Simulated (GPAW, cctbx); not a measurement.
# LiGaSiSe4: deformation density and structure factors from DFT

Question: by how much does bonding change the X-ray structure factors of LiGaSiSe4, how firmly does DFT give the change, and what does a routine refinement make of it?

The cell comes from substitution in a known structure type and wasn't matched to any measured phase. All numbers below are calculated.

## 1. Find the equilibrium geometry

The density hangs on the geometry, so cell and atoms are relaxed first, with the symmetry held. The cutoff is set higher than for the density because stress converges slowly with plane waves.

Settings: GPAW 26.7.0, PBE, 670 eV, 3×3×3 k-points, Fermi–Dirac width 0.05 eV, BFGS to 0.03 eV/Å.

```text
cell
1.0
     5.833000000    0.000000000    0.000000000
     0.000000000    5.833000000    0.000000000
    -2.916500000   -2.916500000    5.352000000
Se Ga Si Li
4 1 1 1
Direct
0.862000000 0.355600000 0.212400000
0.350400000 0.856800000 0.212400000
0.143200000 0.138000000 0.787600000
0.644400000 0.649600000 0.787600000
0.500000000 0.500000000 0.000000000
0.250000000 0.750000000 0.500000000
0.750000000 0.250000000 0.500000000
```

```console
$ OMP_NUM_THREADS=1 mpirun -n 4 gpaw python run.py > gpaw.log
```

```text
BFGS:    0      -28.007952        1.956189
BFGS:    1      -28.223366        1.772017
BFGS:    2      -28.988919        0.599332
BFGS:    3      -29.047178        0.336517
...
BFGS:   15      -29.078298        0.053019
BFGS:   16      -29.078940        0.037023
BFGS:   17      -29.079172        0.026564
cell  5.8016 5.8016 6.6040  116.06 116.06 90.00
volume 174.191 A^3, largest force 0.016 eV/A, largest stress 0.17 GPa
```

After 17 steps the volume has changed by -4.3 % and the energy by -1.071 eV; the largest stress left is 0.17 GPa. It took 2.1 min on 4 cores of Arm Neoverse V1 (shared host), peak memory 1.2 GiB.

Relaxed structure: I-4 (no. 82), a = 5.8016 Å, b = 5.8016 Å, c = 10.3504 Å, α = 90.00°, β = 90.00°, γ = 90.00°.

| atom | mult. | x | y | z |
| --- | --- | --- | --- | --- |
| Se1 | 8 | 0.7369 | 0.7803 | 0.1197 |
| Ga1 | 2 | 1/2 | 1/2 | 0 |
| Si1 | 2 | 1/2 | 0 | 1/4 |
| Li1 | 2 | 0 | 1/2 | 1/4 |

## 2. The all-electron density

X-rays see the whole electron density, so the PAW density is rebuilt with its core regions. Subtracting spherical free atoms from the same code cancels the cores and leaves the deformation density Δρ, the part due to bonding.

Settings: PBE, 550 eV, 4×4×4 k-points, Fermi–Dirac width 0.05 eV; primitive cell of 7 atoms.

```console
$ OMP_NUM_THREADS=1 mpirun -n 4 gpaw python run.py > gpaw.log
```

```text
|iter:   1|       0s |  -29.512782 | -0.33 |       |
|iter:   2|       1s |  -29.425654 | -2.24 | -0.96 |
|iter:   3|       2s |  -29.079002 | -1.98 | -1.00 |
...
|iter:   7|       7s |  -29.079523c| -5.79 | -3.02 |
|iter:   8|       8s |  -29.079527c| -6.85 | -3.70 |
|iter:   9|      10s |  -29.079527c| -7.87c| -4.38c|
```

```text
gpts.py:43: UserWarning: Initial realspace grid (32,32,36) inconsistent with symmetries.
gpts.py:43: UserWarning: Initial realspace grid (32,32,36) inconsistent with symmetries.
gpts.py:43: UserWarning: Initial realspace grid (32,32,36) inconsistent with symmetries.
gpts.py:43: UserWarning: Initial realspace grid (32,32,36) inconsistent with symmetries.
gpts.py:70: UserWarning: Using symmetrized grid: (36,36,36).
gpts.py:70: UserWarning: Using symmetrized grid: (36,36,36).
gpts.py:70: UserWarning: Using symmetrized grid: (36,36,36).
gpts.py:70: UserWarning: Using symmetrized grid: (36,36,36).
grid (72, 72, 72)  electrons 184.000  moved by bonding 1.521 e
deformation density beyond 0.5 A of the nuclei: max 0.169, min -0.113 e/A^3
atom        x       y       z   Voronoi charge  moment
Se1    0.8566  0.9000  0.2394     -0.117       0.00
Se2    0.3828  0.3394  0.2394     -0.117       0.00
Se3    0.6606  0.1434  0.7606     -0.117       0.00
Se4    0.1000  0.6172  0.7606     -0.117       0.00
Ga5    0.5000  0.5000  0.0000      0.227       0.00
Si6    0.7500  0.2500  0.5000      0.186       0.00
Li7    0.2500  0.7500  0.5000      0.054       0.00
mean inner potential of superposed free atoms 12.422 V
total magnetic moment 0.000 muB
```

Deformation density in a plane through the shortest contact of the Se atom at the origin, in 0.01 e/Å³ (clipped at ±99); x from -1.6 to 3.9 Å, y from 2.4 down to -2.4 Å:

```text
 -2   .   .   .  -5  -5  -3  -2  -1  -1  -1  -1  -1  -1  -1  -1
 -1  -5   .   .  -5  -3  -2  -1  -1  -1  -1  -1  -1  -1  -1  -1
  0  -5  -5  -2   2   2   0  -1  -1  -2  -2  -1  -1  -1  -1  -1
 -1  -1   3   9  10   5   1   0  -1  -4  -5  -3  -1   0  -1  -1
 -1  -1   3   7   4  -2  -1   3   1  -6 -10  -7  -3  -2  -1  -1
 -2  -3  -3  -4   .  -7  -6   9   9  -2  -5   .  -6  -6  -3  -2
 -2  -3  -4  -1   .   .  -5  14  15   3   .   .  -7 -10  -5  -3
 -1  -2  -1   4   .  -3  -4   8   7  -3  -4   .  -4  -5  -3  -2
 -1  -1   0   3   2  -3  -3   0   0  -3   0   8  10   5   1  -1
 -1  -1   0   0   0  -2  -2  -2  -1   0   6  14  14   6   2   0
 -1  -1  -1  -1  -1  -1  -1  -1  -1   1   4   4  -3  -5   0   2
 -1  -1  -1  -1  -1  -1  -1  -1   0   1   1  -3   .   .   2   5
 -1  -1  -1  -1  -1  -1  -1  -1   0   1   3   3   .   .   4   4
```

Atoms in or within 0.15 Å of the plane: Se (0.0, 0.0), Ga (-0.8, 2.3), Si (2.3, 0.0) Å. Dots mark points within about 0.45 Å of a nucleus; large values next to them are atomic features.

Se gains most (-0.12 e) and Ga loses most (+0.23 e); Se is the most electronegative element, but the order of the others doesn't follow electronegativity. Such charges fall far short of formal ones, since overlapping free atoms already put density on their neighbours. Along the shortest contact from the Se atom at the map's origin, Se–Si at 2.31 Å, Δρ is +0.17 e/Å³ at the midpoint: a bond charge, the mark of covalency. At the midpoints of other shortest contacts it is +0.10 (Se–Ga, 2.46 Å) and +0.06 (Se–Li, 2.61 Å) e/Å³. Point values carry grid noise of about 0.01 e/Å³. The run needed 9 iterations, 18 s.

## 3. Structure factors

The Fourier components of Δρ, added to those of the free atoms, give the static X-ray structure factors; the Mott–Bethe relation turns them into the Fourier components V of the potential that fast electrons feel.

```text
static structure factors of the conventional cell: F in electrons, V (Mott-Bethe) in volts
   h  k  l      d  |F| table  |F| free   |F| DFT   change   |V| free  |V| DFT  change %
   0  0  2  5.1752    45.502    45.474    45.202   -0.272     0.221    0.317     43.4
   0  1  1  5.0608    64.360    64.401    64.223   -0.178     1.827    1.888      3.3
   1  1  0  4.1024    24.761    24.752    24.576   -0.177     0.221    0.182    -17.7
   1  1  2  3.2148   238.930   239.081   240.206    1.125     5.897    5.748     -2.5
   0  1  3  2.9654    60.183    60.206    59.994   -0.212     1.316    1.348      2.5
   0  2  0  2.9008   139.634   139.731   140.418    0.686     2.732    2.656     -2.8
   0  0  4  2.5876   142.513   142.680   142.850    0.170     2.723    2.708     -0.6
   0  2  2  2.5304    14.704    14.630    14.675    0.044     0.254    0.257      1.3
   1  2  1  2.5167   101.294   101.288   101.527    0.239     2.138    2.120     -0.9
   2  1  1  2.5167    25.242    25.178    24.753   -0.425     0.382    0.418      9.5
   1  1  4  2.1886    39.763    39.670    39.484   -0.186     0.568    0.584      2.7
   1  2  3  2.0736    19.813    19.791    19.941    0.150     0.499    0.491     -1.5
   2  1  3  2.0736    90.310    90.195    89.942   -0.253     1.785    1.798      0.8
   2  2  0  2.0512   252.840   252.665   252.256   -0.409     5.116    5.139      0.4
```

The largest X-ray change is +1.12 e on 112, 0.5 % of |F|. For electrons V goes as (Z − F)/g², so a change of F counts against Z − F, which is small at low angle and wherever the atoms' terms cancel: |V| of 002 moves by +43.4 % (0.22 to 0.32 V) against -0.6 % in |F|. The last three rows still change by up to 0.41 e; the table stops while the angles are still low. The tabulated Hartree–Fock atoms differ from the free DFT atoms by up to 0.18 e, so the choice of reference atom matters too.

## 4. The functional ladder

The same geometry is run with other functionals, to see whether the bonding signal is larger than the spread between approximations. Free atoms are LDA for LDA and PBE otherwise; meta-GGAs and hybrids keep PBE cores. Any other changed setting is in the row's label.

| run | ΔF 112 (e) | ΔF 020 (e) | ΔF 211 (e) | q(Se) (e) | moved (e) | time |
| --- | --- | --- | --- | --- | --- | --- |
| PBE | +1.125 | +0.686 | -0.425 | -0.117 | 1.521 | 18 s |
| LDA | +1.009 | +0.607 | -0.416 | -0.106 | 1.431 | 18 s |
| r2SCAN | +1.209 | +0.835 | -0.436 | -0.144 | 1.638 | 45 s |

At the base's settings ΔF(112) spans +1.009 to +1.209 e, a spread of 18 % of the PBE value; over the three listed reflections the spread is at most 33 %, so the sign holds and the size hangs on the functional. Times are from shared hosts.

## 5. Refining ordinary atoms against data with bonding

Routine crystallography fits spherical atoms. To see the bias, intensities are simulated from tabulated atoms plus the DFT change ΔF, so that bonding alone can misfit (11428 reflections of the full sphere, merged to the counts below, to 0.4 Å, 1 % proportional noise plus counting noise, assumed isotropic U as listed, Δρ smeared by the mean U) and refined with cctbx over different ranges.

```
                    range  data      R1  GooF  U Se1 (true 0.0042)  U Ga1 (true 0.0043)  U Si1 (true 0.0056)  U Li1 (true 0.0077)  largest shift (Å)  Δρ max, min (e/Å³)
                 all data  2863  0.0069  0.93               0.0042               0.0043               0.0056               0.0078             0.0000         0.28, -0.28
 low resolution, d > 0.84   309  0.0041  1.03               0.0041               0.0042               0.0054               0.0066             0.0001         0.12, -0.10
     high order, d < 0.75  2435  0.0080  0.92               0.0042               0.0043               0.0056               0.0078             0.0000         0.22, -0.23
occupancies free, d > 0.7   534  0.0043  0.99               0.0042               0.0042               0.0057               0.0087             0.0001         0.15, -0.12
```

With all data GooF is 0.93, so at this noise the bonding hardly shows; the top residual peak lies 1.05 Å from Si and 1.28 Å from Se, between them. No U is off by more than 3 s.u. at low resolution. With Se1 held at 1 and the scale free, the other occupancies refine to Ga1 0.999(0.001), Si1 1.001(0.003) and Li1 1.021(0.020), within three s.u. of full.

## 6. Answer

Bonding moves 1.52 e in the primitive cell of LiGaSiSe4 and changes the structure factors of the conventional cell in the table above by at most 1.12 e (112, 0.5 %), and among reflections above 2 % of the strongest by up to 1.7 % (211). The shortest bond, Se–Si, has Δρ = +0.17 e/Å³ at its midpoint, a covalent bond charge. At the base's settings ΔF(112) spans +1.009 to +1.209 e, a spread of 18 % of the PBE value; over the three listed reflections the spread is at most 33 %, so the sign holds and the size hangs on the functional. With all data GooF is 0.93, so at this noise the bonding hardly shows. Limits: static density, frozen cores, no spin–orbit coupling.

[Outputs are excerpts: Python notices, other lines and further rows are left out; steps that failed or that the build refused (PBEsol, TPSS) are not shown.]

[Logs are printed without paths, hosts, clocks, repeated set-up lines and the standing remarks that a program may print on its own settings, such as how far it seeks lower states.]
